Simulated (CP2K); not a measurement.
Consider trichlorofluoromethane at its PBE geometry (Å).

```xyz
5

F     0.0083   -0.0350    1.4261
C     0.0000   -0.0011    0.0620
Cl    1.5229   -0.7112   -0.5227
Cl   -1.3925   -0.9481   -0.5117
Cl   -0.1386    1.6954   -0.4538
```

Method: CP2K XAS_TDP, all-electron GAPW, PBEh(45%), aug-pc-1, TDA, ZORA, spin–orbit coupling.

Q: Predict the bright core excitations at the Cl L₂,₃ edge.

Leading lines: Cl3 198.26 eV. The leading line of an atom is its first one with 35 % of the strongest within 2.5 eV of its lowest line over the strength cut. 

The first six lines of each atom with a strength over 0.0003:

```
                      atom  energy (eV)  states  strength, one atom
Cl3 (bonded to C), 3 alike       198.26       2              0.0054
                                 199.77       2              0.0035
                                 201.74       2              0.0010
                                 201.88       3              0.0007
                                 202.07       1              0.0004
                                 202.20       4              0.0008
```

Lines are vertical, at one geometry, with no vibrational structure. Without a correction of the core level, line positions, and the gaps between valence and Rydberg lines, follow the share of exact exchange. Rydberg lines, and the discretised continuum above threshold, depend on the basis and the box.

[Banner, clock and machine lines of the logs are left out without a mark of their own.]

[Logs are printed without paths, hosts, clocks, repeated set-up lines and the standing remarks that a program may print on its own settings, such as how far it seeks lower states.]

[Hosts, paths, dates, database ids (printed as entryN), source tags and the programs' standing remarks are cut or masked in the printed files.]
